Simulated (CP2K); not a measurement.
The C K edge of naphthalene was computed by TDDFT (CP2K XAS_TDP, aug-cc-pVDZ, TDA) at these levels: PBEh(45%), PBEh(45%) + GW2X and PBEh(60%). The first three lines of C1 (bonded to 2 C and H) with a strength over 0.0015, energy in eV and strength:

```
run           first          second           third
  1  281.28 (0.048)  283.11 (0.003)  284.23 (0.011)
  2  285.37 (0.059)  288.14 (0.002)  289.00 (0.018)
  3  286.96 (0.047)  288.79 (0.003)  289.92 (0.011)
```

**Question.** Which run is which?

Run 1: PBEh(45%) (45 % exact exchange). Run 2: PBEh(60%) (60 % exact exchange). Run 3: PBEh(45%) + GW2X (45 % exact exchange). Self-interaction lifts the core level, so the uncorrected lines rise with the share of exact exchange. The GW2X run keeps the spacings of its parent: 1.83 eV between the first two lines in run 3, 1.83 eV in run 1. Its shift is +5.68 eV, since the Kohn–Sham level at this share of exchange lies that far above the quasiparticle level.

[Banner, clock and machine lines of the logs are left out without a mark of their own.]

[Logs are printed without paths, hosts, clocks, repeated set-up lines and the standing remarks that a program may print on its own settings, such as how far it seeks lower states.]

[Hosts, paths, dates, database ids (printed as entryN), source tags and the programs' standing remarks are cut or masked in the printed files.]
